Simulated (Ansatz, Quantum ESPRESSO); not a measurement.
## Equation of state of bcc Mo

How stiff is bcc Mo under hydrostatic load? Each row scales the relaxed cell evenly and relaxes the atoms. The phase is followed to these pressures whether or not it stays the stable one.

Calculated with Quantum ESPRESSO 7.5, LDA, GBRV 1.5 ultrasoft potentials, cutoff 680 eV, Fermi–Dirac smearing 0.05 eV, k-mesh 20×20×20, no spin polarisation, no spin-orbit coupling.

Reference cell, relaxed at zero pressure with LDA (Im-3m): a = 2.6937 Å, b = 2.6937 Å, c = 2.6937 Å, α = 109.47°, β = 109.47°, γ = 109.47°.

```csv
atom,x,y,z
Mo,0.0000,0.0000,0.0000
```

```csv
V (Å³/atom),V/V0,P (GPa),E − E0 (meV/atom)
14.4442,0.9600,12.997,24.9
14.7451,0.9800,6.174,6.3
15.3469,1.0200,−5.572,4.7
15.6479,1.0400,−10.599,19.3
15.9488,1.0600,−15.149,43.0
```

V0 = 15.0460 Å³ an atom, where the residual pressure P0 is +0.003 GPa. **Question.** Fit the Birch–Murnaghan law and give the pressure and the energy at V = 14.1433 Å³ an atom, a row left out above.

With the Eulerian strain f = ½[(V0/V)^(2/3) − 1] and F = (P − P0)/[3f(1 + 2f)^(5/2)], the third-order law is the line F = B0 + (3/2) B0 (B′ − 4) f.

```
       f  F (GPa)
 0.01379   293.37
 0.00678   293.38
−0.00656   292.92
−0.01291   292.34
−0.01905   292.15
```

A straight line through the 5 rows: the means are −0.00359 for f and 292.83 for F, Σ(Δx)² = 0.0007443 and ΣΔxΔy = 0.0299, so the slope is 0.0299/0.0007443 = 40.174 and the intercept 292.83 − (40.174)(−0.00359) = 292.98.

Hence B0 = 293.0 GPa and B′ = 4 + (40.2)/(1.5 × 293.0) = 4.09. For the withheld volume f = 0.02105, F = 293.82 GPa and P = 20.58 GPa, an extrapolation past the fitted rows. The run itself gives 20.53 GPa, so the estimate misses by 0.05 GPa, more than the largest misfit of the fitted rows (0.01 GPa).

Integrating the same law gives E − E0 = (9/2) B0 V0 f²[1 + (B′ − 4) f] + P0(V0 − V), with 1 GPa Å³ = 6.2415 meV: 55.0 meV an atom. The run itself gives 57.0 meV, so the estimate misses by 2.0 meV; the fitted rows themselves lie up to 1.9 meV off the law.

The same fit over all rows at other levels or in other programs gives B0 = 273 GPa with r2SCAN (Ansatz), 278 GPa with PBEsol (Quantum ESPRESSO, PseudoDojo) and 279 GPa with PBEsol (Ansatz).

[Logs are printed without paths, hosts, clocks, repeated set-up lines and the standing remarks that a program may print on its own settings, such as how far it seeks lower states.]
